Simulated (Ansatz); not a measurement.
# LuAlH6 (built on the sites of a database entry of LaAlH6): from the cell to its phonons, part 2 of 3

How does LuAlH6 (built on the sites of a database entry of LaAlH6) vibrate, and is this structure a minimum?

Ansatz 0.2.0; DFT LDA, scalar-relativistic, plane waves, PAW.

So far. Step 4 (Relaxing to small forces for the phonons): The largest force component left is 0.32 meV/Å and the pressure is -0.002 GPa, within the tolerances set. The cell now holds 7.57 Å³/atom. The relaxed cell has a = 6.016, c = 5.794 Å (conventional setting).

The structure was built from a prototype and need not be the compound's stable phase.

**5. Linear response at the zone centre**

The zone centre comes first: it holds the modes that light can see, as far as symmetry allows. The response to a homogeneous field gives the Born charges and the dielectric tensor, and its change with displacement the Raman tensors.

Contents of input.yaml:

```yaml
crystal:
  lattice:
    - [3.0081363892, 1.7367499914, 1.931174719]
    - [-3.0081363892, 1.7367499914, 1.931174719]
    - [0.0, -3.4734950708, 1.9311791365]
  atoms:
    - { symbol: Lu, position: [0.5, 0.5, 0.5] }
    - { symbol: Al, position: [0.0, 0.0, 0.0] }
    - { symbol: H, position: [0.9403463438, 0.3154872957, 0.3154872957] }
    - { symbol: H, position: [0.3154872957, 0.9403463438, 0.3154872957] }
    - { symbol: H, position: [0.3154872957, 0.3154872957, 0.9403463438] }
    - { symbol: H, position: [0.0596536562, 0.6845127043, 0.6845127043] }
    - { symbol: H, position: [0.6845127043, 0.0596536562, 0.6845127043] }
    - { symbol: H, position: [0.6845127043, 0.6845127043, 0.0596536562] }
kpoints:
  mp_grid: { grid: [6, 6, 6] }
hamiltonian:
  xc: lda
scf:
  occupations: { method: fixed }
output:
  eigenvalues: true
phonons:
  method: dfpt
  dielectric: true
  rigid_motions: translations
  raman: true
```

On the command line:

```
> ansatz run input.yaml --threads 8 --pin off --max-ram 14336MiB --backend cpu --events-out ev --progress --plain --runs-dir out
```

Numbers of over 12 decimals in the logs are rounded to 6 here.

Output:

```text
[...]
Crystal: 8 atoms, lattice volume = 60.535 Å³
Basis set: ecut = 420 eV, 1171 PW (Γ), exchange–correlation on 54×54×54 points (8 copies of the dense FFT grid, shifted against one another)
Bands: 25, of which v1, the nominal top of the filled ones, is band 17 counted from 1 (16 counted from 0)
Symmetry: 12 space group operations
k-points: 112 of 216 (irreducible under 1 space group operation, time reversal used)
[...]
SCF iter   1: F=—  HF=-15101.852770 eV  |F-HF|=—  |Δ(HF+E_count)|=         —  Δρ=1.02e-2  dr2=4.36e-2  ethr=1.77e-3  ⟨swp⟩=5.0  Hψ=12544  notcnv=0  defer=524
[...]
SCF iter  10: F=-15101.835214 eV  HF=-15101.835214 eV  |F-HF|=3.64e-12  |Δ(HF+E_count)|=  3.27e-11  Δρ=1.28e-7  dr2=4.85e-12  ethr=1.00e-12  ⟨swp⟩=15.3  Hψ=24504  notcnv=0
SCF 1 converged in 10 iterations: F = -15101.835214 eV  dr2 = 4.85e-12
[...]
NSCF: frozen V_eff on 2 k-points
DFPT response loops at Γ: preconditioner auto → none (the input reference at scf.mixing.eps_inf says where Resta's filter doesn't serve); β = 0.50; Broyden in place of MSR1
── the response to a field inside a basis, on 10×10×10 k-points: an SCF that follows is theirs, and a resumed run solves both again ──
Bands: 18, of which v1, the nominal top of the filled ones, is band 17 counted from 1 (16 counted from 0)
k-points: 110
[...]
Eigensolver: Dense (110 Hₖ)
SCF iter   1: F=—  HF=-15101.834019 eV  |F-HF|=—  |Δ(HF+E_count)|=         —  Δρ=2.35e-4  dr2=7.68e-6  ethr=1.00e-1
[...]
SCF iter   6: F=-15101.834022 eV  HF=-15101.834022 eV  |F-HF|=1.82e-12  |Δ(HF+E_count)|=  3.18e-10  Δρ=2.01e-7  dr2=1.22e-11  ethr=4.28e-12
SCF 1 converged in 6 iterations: F = -15101.834022 eV  dr2 = 1.22e-11
[...]
WARN: field response: ε∞ stands inside a basis, on 10×10×10 points; the force constants stand on the 6×6×6 k-mesh, whose period is 10.67 times the interband length at k = (0.0000, -0.5000, -0.5000), direct gap 2.716 eV, under 14: take them and everything formed from them as unconverged, and compare with a denser kpoints.mp_grid
SCF converged after 10 iterations
Free energy (F): -15101.835214 eV
[...]
Internal energy: -15101.835214 eV  (E = F + TS)
E sigma→0 (E₀):  -15101.835214 eV
Fermi energy:    8.123886 eV
[...]
--- Band table (eV; the first three rows and the last of 112) ---
  k-point 0: bands = [... 13 lower, 4.5828, 5.8889, 6.4546, 6.4546, 9.7605, 11.6065, 11.6065, 13.3369, ... 4 higher]
  k-point 1: bands = [... 13 lower, 4.4726, 5.7669, 6.4725, 6.8034, 10.4441, 11.4334, 12.1849, 13.7446, ... 4 higher]
  k-point 2: bands = [... 13 lower, 4.2923, 5.2710, 7.1999, 7.5940, 11.1145, 11.2232, 13.3249, 13.4307, ... 4 higher]
  k-point 111: bands = [... 13 lower, 4.0651, 4.1794, 4.5664, 4.5664, 11.3016, 11.4918, 13.1687, 13.1687, ... 4 higher]
--- Phonons (Γ-DFPT): 6 representative perturbations + reference, on 112 of 216 k-points (Σ response iterations 24) ---
  k mesh reduced under 1 symmetry operation, with k and −k counted as one. Each operation leaves every solved perturbation unchanged. A smaller set is not considered because the run solves the response to a homogeneous field
  ASR residual: 2.082e-4 → 0.000e0 eV/Å²; symmetrization residual: 2.372e-4 eV/Å²
  ASR residual per site (eV/Å²): 2.08e-4 1.46e-5 3.22e-6 3.22e-6 4.87e-6 3.22e-6 3.22e-6 4.87e-6
  Γ frequencies (cm⁻¹): -298.14 0.00 0.00 0.00 162.35 162.35 277.14 591.62 591.62 777.29 781.82 811.74 811.74 874.21 874.21 999.86 999.86 1132.62 1455.78 1455.78 1578.56 1597.02 1597.02 1725.92
  ε∞ (high-frequency dielectric tensor):
        8.528235     0.000000     0.000000
        0.000000     8.528235    -0.000000
        0.000000    -0.000000     8.201492
  softest optical mode at Γ: -298.14 cm⁻¹; the repairs (sum rule, projections) moved no ω² at Γ by more than (39.20 cm⁻¹)²
  Born effective charges Z* (e; rows j = field, columns β = displacement):
    site 0:
         4.35461   -0.00000   -0.00000
        -0.00000    4.35461   -0.00000
         0.00000   -0.00000    3.88111
    site 1:
         2.20346   -0.00000    0.00000
        -0.00000    2.20346    0.00000
         0.00000    0.00000    2.73112
    site 2:
        -1.33668   -0.42205   -0.15024
        -0.42205   -0.84934   -0.08674
        -0.18512   -0.10688   -1.10204
    site 3:
        -1.33668    0.42205    0.15024
         0.42205   -0.84934   -0.08674
         0.18512   -0.10688   -1.10204
    site 4:
        -0.60567   -0.00000    0.00000
        -0.00000   -1.58036    0.17348
         0.00000    0.21376   -1.10204
    site 5:
        -1.33668   -0.42205   -0.15024
        -0.42205   -0.84934   -0.08674
        -0.18512   -0.10688   -1.10204
    site 6:
        -1.33668    0.42205    0.15024
         0.42205   -0.84934   -0.08674
         0.18512   -0.10688   -1.10204
    site 7:
        -0.60567   -0.00000    0.00000
        -0.00000   -1.58036    0.17348
         0.00000    0.21376   -1.10204
  Z* charge neutrality: 3.227e-3 e pre-enforcement
  solved inside a basis spanned on kpoints, on 10×10×10 k-points transformed towards the longest dipole: ε∞ is read to err by 2.9e-2, Z* by 2.9e-2 e (field_mesh: kpoints solves on kpoints); Z* is corrected for what the basis lacks
  Raman tensors (in the event stream and the table raman_tensors.tsv): an entry may err by 1.1e-1 Å², one of the second-order susceptibility by 1.9e-19 pm/V (basis, points and sum rule); their sum over the sites missed zero by 5.329e-15 Å² ahead of its enforcement
  optical modes at Γ without the LO–TO term, one row a degenerate level:
      ω (cm⁻¹)  modes    IR ((D/Å)²/amu)  static Raman (Å⁴/amu)  depolarisation
       -298.14      1             0.0000                 0.0000               —
        162.35      2            14.9714                 0.0000               —
        277.14      1            15.1435                 0.0000               —
        591.62      2           195.1959                 0.0000               —
        777.29      1             0.0000                 0.0000               —
        781.82      1           157.5594                 0.0000               —
        811.74      2             0.0000              1077.0042           0.750
        874.21      2            38.1065                 0.0000               —
        999.86      2             0.0000               675.5832           0.750
       1132.62      1             0.0000              4747.4636           0.049
       1455.78      2           162.5138                 0.0000               —
       1578.56      1             8.7175                 0.0000               —
       1597.02      2             0.0000              6552.7917           0.750
       1725.92      1             0.0000             14629.7476           0.008
  optical modes at Γ + LO–TO along q̂ = [1.0000, 0.0000, 0.0000]:
      ω (cm⁻¹)  modes    IR ((D/Å)²/amu)  static Raman (Å⁴/amu)  depolarisation
       -298.14      1             0.0000                 0.0000               —
        162.35      1             7.4857                 0.0000               —
        196.01      1             1.1159                 0.0000               —
        277.14      1            15.1435                 0.0000               —
        591.62      1            97.5980                 0.0000               —
        772.36      1            25.0231                 0.0000               —
        777.29      1             0.0000                 0.0000               —
        781.82      1           157.5594                 0.0000               —
        811.74      2             0.0000              1077.0042           0.750
        874.21      1            19.0532                 0.0000               —
        955.71      1            47.6522                 0.0000               —
        999.86      2             0.0000               675.5832           0.750
       1132.62      1             0.0000              4747.4636           0.049
       1455.78      1            81.2569                 0.0000               —
       1578.56      1             8.7175                 0.0000               —
       1597.02      2             0.0000              6552.7917           0.750
       1600.04      1           131.6027                 0.0000               —
       1725.92      1             0.0000             14629.7476           0.008
  optical modes at Γ + LO–TO along q̂ = [0.0000, 1.0000, 0.0000]:
      ω (cm⁻¹)  modes    IR ((D/Å)²/amu)  static Raman (Å⁴/amu)  depolarisation
       -298.14      1             0.0000                 0.0000               —
        162.35      1             7.4857                 0.0000               —
        196.01      1             1.1159                 0.0000               —
        277.14      1            15.1435                 0.0000               —
        591.62      1            97.5980                 0.0000               —
        772.36      1            25.0231                 0.0000               —
        777.29      1             0.0000                 0.0000               —
        781.82      1           157.5594                 0.0000               —
        811.74      2             0.0000              1077.0042           0.750
        874.21      1            19.0532                 0.0000               —
        955.71      1            47.6522                 0.0000               —
        999.86      2             0.0000               675.5832           0.750
       1132.62      1             0.0000              4747.4636           0.049
       1455.78      1            81.2569                 0.0000               —
       1578.56      1             8.7175                 0.0000               —
       1597.02      2             0.0000              6552.7917           0.750
       1600.04      1           131.6027                 0.0000               —
       1725.92      1             0.0000             14629.7476           0.008
  optical modes at Γ + LO–TO along q̂ = [0.0000, 0.0000, 1.0000]:
      ω (cm⁻¹)  modes    IR ((D/Å)²/amu)  static Raman (Å⁴/amu)  depolarisation
       -298.14      1             0.0000                 0.0000               —
        162.35      2            14.9714                 0.0000               —
        323.22      1             2.6564                 0.0000               —
        591.62      2           195.1959                 0.0000               —
        777.29      1             0.0000                 0.0000               —
        811.74      2             0.0000              1077.0042           0.750
        874.21      2            38.1065                 0.0000               —
        999.86      2             0.0000               675.5832           0.750
       1132.62      1             0.0000              4747.4636           0.049
       1141.50      1           156.8409                 0.0000               —
       1455.78      1            81.2569                 0.0000               —
       1455.78      1            81.2569                 0.0000               —
       1597.02      2             0.0000              6552.7917           0.750
       1597.43      1            21.9231                 0.0000               —
       1725.92      1             0.0000             14629.7476           0.008
```

Elapsed: 57 s, on 8 threads of Intel Xeon 6975P-C (Granite Rapids), shared host; peak memory 1.8 GiB.

In the SCF lines HF is the Harris–Foulkes energy and dr2 the Hartree energy of the density residual, in eV; the loop may stop once dr2 is under the threshold and the program's other checks hold. Hψ counts applications of the Hamiltonian.

Numbers from this step:

```
sum-rule residual before enforcement                    : 2.08e-4 eV/Å²
miss of the charge sum rule                             : 0.003227 e
estimated error of the dielectric tensor                : 0.02903
estimated error of the Born charges                     : 0.02894 e
point group                                             : -3m
highest optical mode at the zone centre (no LO-TO term) : 1726 cm⁻¹
lowest optical zone-centre mode                         : -298.1 cm⁻¹
mean high-frequency dielectric constant                 : 8.419
largest Born charge (third of the trace)                : 4.197 e
top of the zone-centre spectrum with the field          : 1726 cm⁻¹
```

Without the LO-TO term. Patterns of degenerate modes are one choice out of their space. Modes at Γ, with each element's share of the kinetic energy (negative means imaginary):

| mode | frequency (cm⁻¹) | symmetry | Lu % | Al % | H % |
| --- | --- | --- | --- | --- | --- |
| 1 | -298.1 | A2g | 0 | 0 | 100 |
| 2 | 0.0 | acoustic | 84 | 13 | 3 |
| 3 | 0.0 | acoustic | 84 | 13 | 3 |
| 4 | 0.0 | acoustic | 84 | 13 | 3 |
| 5 | 162.3 | Eu | 16 | 75 | 9 |
| 6 | 162.3 | Eu | 16 | 75 | 9 |
| 7 | 277.1 | A2u | 16 | 67 | 17 |
| 8 | 591.6 | Eu | 0 | 9 | 91 |
| 9 | 591.6 | Eu | 0 | 9 | 91 |
| 10 | 777.3 | A1u | 0 | 0 | 100 |
| 11 | 781.8 | A2u | 0 | 18 | 82 |
| 12 | 811.7 | Eg | 0 | 0 | 100 |
| 13 | 811.7 | Eg | 0 | 0 | 100 |
| 14 | 874.2 | Eu | 0 | 0 | 100 |
| 15 | 874.2 | Eu | 0 | 0 | 100 |
| 16 | 999.9 | Eg | 0 | 0 | 100 |
| 17 | 999.9 | Eg | 0 | 0 | 100 |
| 18 | 1132.6 | A1g | 0 | 0 | 100 |
| 19 | 1455.8 | Eu | 0 | 3 | 97 |
| 20 | 1455.8 | Eu | 0 | 3 | 97 |
| 21 | 1578.6 | A2u | 0 | 2 | 98 |
| 22 | 1597.0 | Eg | 0 | 0 | 100 |
| 23 | 1597.0 | Eg | 0 | 0 | 100 |
| 24 | 1725.9 | A1g | 0 | 0 | 100 |

Displacements in mode 1 (-298.1 cm⁻¹), the largest set to 1:
```
Lu1  0.00  0.00  0.00
Al2  0.00  0.00  0.00
H3   0.50 -0.87  0.00
H4   0.50  0.87  0.00
H5  -1.00  0.00  0.00
H6  -0.50  0.87  0.00
H7  -0.50 -0.87  0.00
H8   1.00  0.00  0.00
```

Displacements in mode 11 (781.8 cm⁻¹), the largest set to 1:
```
Lu1  0.00  0.00  0.00
Al2  0.00  0.00  0.25
H3  -0.43 -0.25 -1.00
H4   0.43 -0.25 -1.00
H5   0.00  0.49 -1.00
H6  -0.43 -0.25 -1.00
H7   0.43 -0.25 -1.00
H8   0.00  0.49 -1.00
```

Optical modes at the zone centre, without and with the macroscopic field of the longitudinal modes; each column is sorted by frequency, so a row need not hold one and the same mode. Modes with and without the field, by row:

| rank among optical modes | no field (cm⁻¹) | q along (1, 0, 0) (cm⁻¹) | q along (0, 0, 1) (cm⁻¹) |
| --- | --- | --- | --- |
| 1 | -298.1 | -298.1 | -298.1 |
| 2 | 162.3 | 162.3 | 162.3 |
| 3 | 162.3 | 196 | 162.3 |
| 4 | 277.1 | 277.1 | 323.2 |
| 5 | 591.6 | 591.6 | 591.6 |
| 6 | 591.6 | 772.4 | 591.6 |
| 7 | 777.3 | 777.3 | 777.3 |
| 8 | 781.8 | 781.8 | 811.7 |
| 9 | 811.7 | 811.7 | 811.7 |
| 10 | 811.7 | 811.7 | 874.2 |
| 11 | 874.2 | 874.2 | 874.2 |
| 12 | 874.2 | 955.7 | 999.9 |
| 13 | 999.9 | 999.9 | 999.9 |
| 14 | 999.9 | 999.9 | 1133 |
| 15 | 1133 | 1133 | 1142 |
| 16 | 1456 | 1456 | 1456 |
| 17 | 1456 | 1579 | 1456 |
| 18 | 1579 | 1597 | 1597 |
| 19 | 1597 | 1597 | 1597 |
| 20 | 1597 | 1600 | 1597 |
| 21 | 1726 | 1726 | 1726 |

Born charge (rows field, columns displacement) (e), principal values of the symmetric part by kind of site:

| atom | atoms with these values | low | middle | high | mean |
| --- | --- | --- | --- | --- | --- |
| Lu1 | 1 | 3.88 | 4.35 | 4.35 | 4.20 |
| Al2 | 1 | 2.20 | 2.20 | 2.73 | 2.38 |
| H3 | 6 | -1.65 | -1.03 | -0.61 | -1.10 |

In full for Al2:

```
2.20 0.00 0.00
0.00 2.20 0.00
0.00 0.00 2.73
```

High-frequency dielectric tensor:

```
8.53 0.00 0.00
0.00 8.53 0.00
0.00 0.00 8.20
```

Transverse modes; imaginary modes are left out. Infrared lines, with heights relative to the strongest:

| position (cm⁻¹) | label | relative intensity |
| --- | --- | --- |
| 162 | Eu | 7.7 |
| 277 | A2u | 7.8 |
| 592 | Eu | 100 |
| 777 | A1u | 0.0 |
| 782 | A2u | 81 |
| 812 | Eg | 0.0 |
| 874 | Eu | 20 |
| 1000 | Eg | 0.0 |
| 1133 | A1g | 0.0 |
| 1456 | Eu | 83 |
| 1579 | A2u | 4.5 |
| 1597 | Eg | 0.0 |
| 1726 | A1g | 0.0 |

Activity x (w_L - w)^4 (n + 1)/w, 532 nm, 300 K; imaginary modes are left out; modes without the macroscopic field alone. Raman lines, with heights relative to the strongest:

| position (cm⁻¹) | label | relative intensity |
| --- | --- | --- |
| 162 | Eu | 0.0 |
| 277 | A2u | 0.0 |
| 592 | Eu | 0.0 |
| 777 | A1u | 0.0 |
| 782 | A2u | 0.0 |
| 812 | Eg | 20 |
| 874 | Eu | 0.0 |
| 1000 | Eg | 9.5 |
| 1133 | A1g | 57 |
| 1456 | Eu | 0.0 |
| 1579 | A2u | 0.0 |
| 1597 | Eg | 50 |
| 1726 | A1g | 100 |

Before it was imposed, the acoustic sum rule was missed by 2.1e-4 eV/Å² and the charge sum rule by 0.0032 e. Small misses are needed for a sound result but don't prove that mesh and cutoff are converged. The lowest optical mode is imaginary, 298.1i cm⁻¹, so the energy falls along it.

The log warns of the k mesh: “the force constants stand on the 6×6×6 k-mesh, whose period is 10.67 times the interband length at k = (0.0000, -0.5000, -0.5000), direct gap 2.716 eV, under 14: take them and everything formed from them as unconverged”.

[end of part 2 of 3]

[Logs are printed without paths, hosts, clocks, repeated set-up lines and the standing remarks that a program may print on its own settings, such as how far it seeks lower states.]

[Hosts, paths, dates, database ids (printed as entryN), source tags and the programs' standing remarks are cut or masked in the printed files.]
